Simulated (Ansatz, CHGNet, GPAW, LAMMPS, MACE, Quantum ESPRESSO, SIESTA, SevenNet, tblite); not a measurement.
# Running liquid ethanol at 300 K (108 atoms) with tblite

How do the settings of tblite change the result for liquid ethanol at 300 K (108 atoms)? A plane-wave run serves as the yardstick.

Program: tblite 0.8.0. Level of theory: the method is named at each step. Results are calculated unless marked as measured.

**1. The structure**

The cell holds 108 atoms: 24 C, 12 O and 72 H. Its edges and angles: a = 10.513 Å, b = 10.513 Å, c = 10.513 Å, α = 90.0°, β = 90.0°, γ = 90.0°. 12 ethanol placed at random, at 0.79 g/cm³; overlaps pushed apart, then 10 ps at 450 K with MMFF94 bonds, angles, torsions, charges and radii (Halgren, J. Comput. Chem. 17, 490 (1996)) in harmonic and 12-6 forms. Snapshot after 20 ps at 300 K and fixed volume.

The yardstick, on the same geometry:

* method: Kohn-Sham DFT, PBE, SSSP efficiency 1.3.0 pseudopotentials, plane waves (Quantum ESPRESSO 7.5); sssp-pbe-1.3.0-efficiency, cutoffs 60/480 Ry, Γ point
* r.m.s. force component: 0.8119 eV/Å
* longest force: 3.692 eV/Å
* pressure: 2.444 GPa
* gap (highest filled to lowest empty level): 4.51 eV
* time: 1.7 min on 2 MPI ranks of Arm Neoverse V2, shared host
* CPU time: 3.4 min

**2. GFN1-xTB**

Method: GFN1-xTB tight binding, diagonalisation.

File run.py:

```python
import numpy as np
from ase.io import read
from tblite.ase import TBLite

atoms = read("structure.xyz")
atoms.calc = TBLite(method="GFN1-xTB", electronic_temperature=580, accuracy=1.0, max_iterations=250, mixer_damping=0.4, verbosity=1)
energy = atoms.get_potential_energy()
forces = atoms.get_forces()
print(f"energy {energy:.6f} eV")
print("forces (eV/A)")
for i, (a, f) in enumerate(zip(atoms, forces)):
    print(f"{i:4d} {a.symbol:2s} {f[0]:10.5f} {f[1]:10.5f} {f[2]:10.5f}")
stress = -atoms.get_stress(voigt=False) * 160.21766
print("stress (GPa, compression positive)")
for row in stress:
    print(" ".join(f"{x:10.4f}" for x in row))
print("charges (e)")
print(np.array2string(atoms.get_charges(), precision=4, suppress_small=True, max_line_width=110, threshold=100000))
```

File structure.xyz:

```xyz
108
Lattice="10.51326 0.00000 0.00000 0.00000 10.51326 0.00000 0.00000 0.00000 10.51326" Properties=species:S:1:pos:R:3 pbc="T T T"
C 2.89577 3.06567 0.56856
C 3.19035 3.60153 9.74874
O 3.66660 4.95111 9.87616
H 3.74104 3.06766 1.30322
H 2.42982 2.00561 0.47478
H 2.13735 3.71770 0.84222
H 2.29610 3.74377 9.25735
H 3.81589 2.97347 9.03404
H 3.11603 5.34473 0.06476
C 10.09000 6.42181 8.74535
C 9.45668 5.20680 8.12664
O 9.23506 4.25913 9.11573
H 0.51010 6.13859 9.26134
H 9.48296 6.83351 9.56906
H 10.26189 7.23018 8.02435
H 10.10724 4.77207 7.35171
H 8.52552 5.35356 7.69592
H 9.65769 3.42175 8.80832
C 2.63599 8.72233 0.67905
C 1.80387 7.64240 1.42066
O 2.41679 6.36641 1.27063
H 2.78843 8.53004 10.14004
H 3.62802 8.84670 1.06983
H 2.11853 9.69028 0.62596
H 0.86566 7.59877 0.94745
H 1.61673 7.89914 2.42562
H 2.27549 6.00370 2.17877
C 7.78770 0.49759 2.21977
C 8.15861 1.86747 1.88124
O 7.12810 2.85025 2.10728
H 7.22576 0.46532 3.13001
H 8.65105 10.31992 2.34088
H 7.13482 0.03722 1.48584
H 8.56147 1.99090 0.89152
H 9.03920 2.15196 2.43729
H 7.26140 3.62792 1.53515
C 3.33891 7.48597 7.07963
C 3.29654 6.16193 6.33855
O 2.00099 5.67884 6.51097
H 4.30055 7.91922 7.12736
H 2.95107 7.40954 8.09689
H 2.67668 8.22410 6.58246
H 3.90820 5.39993 6.73564
H 3.32093 6.24351 5.28901
H 2.00730 5.18567 7.39534
C 4.70164 0.33422 3.79981
C 3.25753 0.29364 4.23590
O 2.32553 0.24107 3.17511
H 5.08243 9.89697 3.45434
H 5.42295 0.75864 4.56633
H 4.86165 1.00191 2.93351
H 3.07471 1.19494 4.89781
H 3.00890 10.01136 4.98097
H 2.61969 10.06718 2.52465
C 0.47825 3.46023 4.59671
C 0.32013 4.62562 3.64074
[... 48 atom lines left out ...]
H 5.31992 7.16952 0.13152
H 6.40983 4.84977 9.60681
H 5.80269 4.91337 0.72563
H 8.39831 4.91306 10.44892
```

Started as:

```
OMP_NUM_THREADS=1 python run.py > output.txt
```

The log of the run:

```text
------------------------------------------------------------
  cycle        total energy    energy error   density error
------------------------------------------------------------
      1     -145.1139527506  -1.4644389E+02   5.5797688E-01
      2     -145.9008060484  -7.8685330E-01   3.1226027E-01
      3     -145.9396814586  -3.8875410E-02   6.9050592E-02
      4     -145.9546991525  -1.5017694E-02   8.3916736E-03
      5     -145.9554303076  -7.3115509E-04   3.2078246E-03
      6     -145.9555145356  -8.4228020E-05   1.1708780E-03
      7     -145.9555442103  -2.9674661E-05   1.4699176E-04
      8     -145.9555443487  -1.3846307E-07   4.1774466E-05
      9     -145.9555443806  -3.1888732E-08   5.3608267E-06
------------------------------------------------------------
 total:                                   1.407 sec
energy -3971.652661 eV
forces (eV/A)
   0 C     0.56751   -3.27958    0.85278
   1 C     2.52866    0.62120   -1.41557
   2 O     0.92038   -0.71698   -0.44906
   3 H    -0.67844   -0.05891   -0.75907
   4 H     0.93844    1.58420    0.34765
   5 H    -1.52431    0.98817    1.54409
   6 H    -2.74192   -0.34845   -1.50978
   7 H    -0.04232    0.86339    1.08719
   8 H     0.11207    0.32306   -0.00701
   9 C     0.40553    0.92856    0.90716
  10 C     1.59628   -0.35922   -0.00942
  11 O     0.69164   -1.57560    0.56654
  12 H    -0.09471    0.05799   -0.55269
  13 H    -0.18147   -0.17299   -0.42392
  14 H     0.15721   -0.33730    0.12348
  15 H     0.16453    0.17883   -0.04818
  16 H    -2.03754    1.16327   -1.26268
  17 H    -0.45321    0.13316    0.57251
  18 C    -0.56402    0.32560   -0.15795
  19 C     1.56579    0.28921   -2.11671
  20 O    -0.16774    0.54745    1.30141
  21 H    -0.10199   -0.80118   -0.34499
  22 H     0.39451    0.06023    0.56706
  23 H     0.04216   -0.22954    0.62689
[...]
100 C     0.05684   -0.54033    0.96102
 101 O    -0.14123   -0.47321   -0.35169
 102 H    -0.58038    0.49805    0.46510
 103 H    -0.54657   -1.28781   -1.53899
 104 H     0.52590    0.11462   -0.40129
 105 H     0.39171    1.12680    0.63726
 106 H    -0.44736    0.02006    0.26872
 107 H     0.38838   -0.12678    0.16318
stress (GPa, compression positive)
    1.2471     0.4407    -0.4674
    0.4407     1.0421    -1.0605
   -0.4674    -1.0605     0.4036
charges (e)
[-0.1014  0.1949 -0.6039  0.0434  0.019   0.0495  0.0108  0.0014  0.3642 -0.1028  0.1997 -0.5824  0.0402
  0.036   0.0235  0.0081  0.0184  0.3641 -0.115   0.1958 -0.59    0.0439  0.0363  0.0273  0.022   0.018
  0.3684 -0.0989  0.1994 -0.6049  0.0474  0.0298  0.0279  0.0215  0.0105  0.367  -0.1036  0.1932 -0.5757
  0.0426  0.0368  0.0247  0.0297  0.0341  0.3378 -0.1115  0.2081 -0.5675  0.0321  0.0408  0.0404  0.0151
  0.0027  0.3248 -0.1197  0.2105 -0.5661  0.0335  0.038   0.0392  0.0005  0.0273  0.359  -0.1105  0.1965
 -0.5977  0.0479  0.037   0.0421  0.0219  0.014   0.3779 -0.109   0.1935 -0.5993  0.0404  0.0305  0.0301
 -0.0001  0.0178  0.3536 -0.0947  0.1988 -0.5862  0.0364  0.0225  0.0391  0.013   0.0216  0.3551 -0.1108
  0.2032 -0.5942  0.0426  0.0393  0.0454  0.0079  0.0076  0.3649 -0.0848  0.199  -0.6043  0.0171  0.027
  0.0317  0.0136  0.0217  0.3652]
```

Elapsed: 1.9 s, on 1 thread of Arm Neoverse V2, shared host; peak memory 0.16 GiB.

Banners, paths, timers and routine set-up lines are dropped from the logs unmarked, and long logs keep their key lines alone; longer cuts are marked.

Against the reference:

* r.m.s. force component: 0.8171 eV/Å
* r.m.s. difference of force components: 234.4 meV/Å
* longest difference of force vectors: 864.2 meV/Å
* force difference over r.m.s. force: 28.87 %
* slope of forces against the reference's: 0.9647
* correlation of force components: 0.9586
* pressure: 0.8976 GPa
* pressure difference: -1.546 GPa

Length of the force difference by element (eV/Å):

```
element  atoms  mean  most
      C     24  0.58  0.76
      H     72  0.24  0.60
      O     12  0.60  0.86
```

The surroundings of C1, which bears the longest force, nearest first, numbered as they follow in the input and with coordinates relative to it.

```
atom      x      y      z  distance (Å)  bonds  Mulliken charge (e)     Fx     Fy  Fz (eV/Å)
  C1   0.00   0.00   0.00          0.00      4                -0.10   0.57  -3.28       0.85
  H6  -0.76   0.65   0.27          1.04      1                 0.05  -1.52   0.99       1.54
  H4   0.85   0.00   0.73          1.12      1                 0.04  -0.68  -0.06      -0.76
  H5  -0.47  -1.06  -0.09          1.16      1                 0.02   0.94   1.58       0.35
  C2   0.29   0.54  -1.33          1.47      4                 0.19   2.53   0.62      -1.42
  H7  -0.60   0.68  -1.82          2.04      1                 0.01  -2.74  -0.35      -1.51
  H8   0.92  -0.09  -2.05          2.25      1                 0.00  -0.04   0.86       1.09
  H9   0.22   2.28  -0.50          2.34      1                 0.36   0.11   0.32      -0.01
  O3   0.77   1.89  -1.21          2.37      2                -0.60   0.92  -0.72      -0.45
```

Atoms are counted from 1 here, from 0 in the log.

Forces lie 29 % from the reference's, at 0.0092 times its CPU time (on 1 against 2 cores).

**3. GFN2-xTB**

Method: GFN2-xTB tight binding, diagonalisation.

Changes to run.py since step 2:

```diff
@@ -5,3 +5,3 @@
 atoms = read("structure.xyz")
-atoms.calc = TBLite(method="GFN1-xTB", electronic_temperature=580, accuracy=1.0, max_iterations=250, mixer_damping=0.4, verbosity=1)
+atoms.calc = TBLite(method="GFN2-xTB", electronic_temperature=580, accuracy=1.0, max_iterations=250, mixer_damping=0.4, verbosity=1)
 energy = atoms.get_potential_energy()
```

structure.xyz is that of step 2.

The log of the run:

```text
------------------------------------------------------------
  cycle        total energy    energy error   density error
------------------------------------------------------------
      1     -136.1804856391  -1.3763532E+02   1.6672427E-01
      2     -136.6187991525  -4.3831351E-01   7.6292047E-02
      3     -136.6807403861  -6.1941234E-02   2.0542786E-02
      4     -136.6841712083  -3.4308222E-03   1.0313573E-02
      5     -136.6849187326  -7.4752422E-04   1.9171458E-03
      6     -136.6849895861  -7.0853571E-05   1.0064335E-03
      7     -136.6849947583  -5.1721306E-06   2.8599574E-04
      8     -136.6849960244  -1.2661002E-06   1.0912123E-04
      9     -136.6849961507  -1.2635229E-07   2.6404096E-05
     10     -136.6849961627  -1.1940216E-08   1.1250047E-05
------------------------------------------------------------
 total:                                   7.071 sec
energy -3719.388194 eV
forces (eV/A)
   0 C     0.46033   -3.15750    0.72802
   1 C     2.42574    0.66766   -1.19823
   2 O     0.59337   -0.70157   -0.49149
   3 H    -0.72577   -0.09450   -0.80985
   4 H     0.94791    1.55762    0.39059
   5 H    -1.43028    0.85636    1.60994
[...]
105 H     0.33032    1.20025    0.72871
 106 H    -0.30996    0.08095    0.23261
 107 H     0.25266   -0.06749    0.29044
stress (GPa, compression positive)
    1.1093     0.4255    -0.4662
    0.4255     0.8186    -1.1686
   -0.4662    -1.1686     0.2350
charges (e)
[-0.0934  0.1021 -0.4967  0.0436  0.0173  0.0616  0.011   0.0049  0.3237 -0.0916  0.1044 -0.4707  0.041
  0.0394  0.0319  0.0073  0.0253  0.3258 -0.0986  0.0942 -0.481   0.0402  0.0376  0.0322  0.0278  0.0236
  0.3286 -0.0895  0.1011 -0.4889  0.057   0.0267  0.0287  0.024   0.0126  0.321  -0.0899  0.0945 -0.4682
  0.0461  0.0374  0.0222  0.0303  0.0458  0.2927 -0.0957  0.1116 -0.453   0.0347  0.0365  0.0441  0.018
  0.0019  0.2914 -0.1048  0.1045 -0.4508  0.0412  0.0328  0.0428  0.0031  0.0308  0.3222 -0.1023  0.1003
 -0.4875  0.0605  0.0404  0.0493  0.0214  0.0139  0.336  -0.0887  0.0924 -0.4853  0.0414  0.0268  0.0259
  0.0069  0.0307  0.3103 -0.0849  0.0992 -0.4859  0.0396  0.025   0.0413  0.0116  0.029   0.3228 -0.1022
  0.1104 -0.4879  0.0477  0.0425  0.0463  0.0058  0.0094  0.3319 -0.0803  0.0966 -0.4909  0.0284  0.0292
  0.0408  0.0139  0.034   0.3279]
```

Wall time 7.6 s (1 thread); peak memory 0.16 GiB.

Numbers from this run, and their distance from the reference:

```yaml
r_m_s_force_component: 0.7811 eV/Å
r_m_s_difference_of_force_components: 259 meV/Å
longest_difference_of_force_vectors: 966.2 meV/Å
force_difference_over_r_m_s_force: 31.9 %
slope_of_forces_against_the_reference_s: 0.9119
correlation_of_force_components: 0.9479
pressure: 0.721 GPa
pressure_difference: -1.723 GPa
```

Against the first run (29 %), the force difference from the reference is 32 %, at 4.0 times the CPU time.

**4. The ladder**

Differences are against the plane-wave reference, forces as r.m.s. over components; share is that over the reference's r.m.s. force, slope the least-squares factor from reference forces to these. Total energies of different programs have different zeros and aren't compared.

```
            run  Δ force, r.m.s. (meV/Å)  share (%)  slope  Δ pressure (GPa)  cores  CPU time  memory (GiB)
      reference                        -          -      -                 -      2   3.4 min           2.9
tblite GFN1-xTB                      234       28.9  0.965             -1.55      1     1.9 s          0.16
tblite GFN2-xTB                      259       31.9  0.912             -1.72      1     7.6 s          0.16
```

CPU time is summed over cores on a shared host, where runs went side by side, so it is rough. Symmetry, cutoffs, thresholds, outputs and thread counts weren't matched or tuned between programs; memory under MPI is the largest rank's times the ranks.

**5. Outcome**

```
nearest in forces : tblite GFN1-xTB, 29 %
its CPU time      : 1.9 s
```

Tight binding differs by 29 % (tblite GFN1-xTB) to 32 % (tblite GFN2-xTB); it is another model, with fitted parameters of its own, and the xTB methods hold dispersion. Of the electronic-structure runs that take under half the reference's CPU time, tblite GFN1-xTB comes nearest, at 29 % in 1.9 s against 3.4 min; its pressure misses by -1.5 GPa. Periodic xTB results under one method name differ between programs and library versions. The reference's pressure holds the uncorrected Pulay stress of its 60 Ry basis, so small pressure differences, and their order, may be the reference's own error. The network of contacts between molecules at the start is that of the classical potential that made the cell, and needn't be the one that DFT or experiment would give. The reference's PBE has no dispersion term, which matters for the binding between molecules or layers. The density was typed from a rule of thumb and may lie off the real one at this temperature. The electronic-structure runs sample only Γ, in a cell whose shortest periodic width is 11 Å.

[Also dropped from logs without a mark: logging warnings of Python, and SIESTA's first energy breakdown and zero terms.]

[Logs are printed without paths, hosts, clocks, repeated set-up lines and the standing remarks that a program may print on its own settings, such as how far it seeks lower states.]

[Hosts, paths, dates, database ids (printed as entryN), source tags and the programs' standing remarks are cut or masked in the printed files.]

[The MMFF94 radii named for the starting cell were scaled by 0.96; in molecules described by MMFF94, hydrogen bound to N, O or S took a small fixed 12-6 site in their place.]
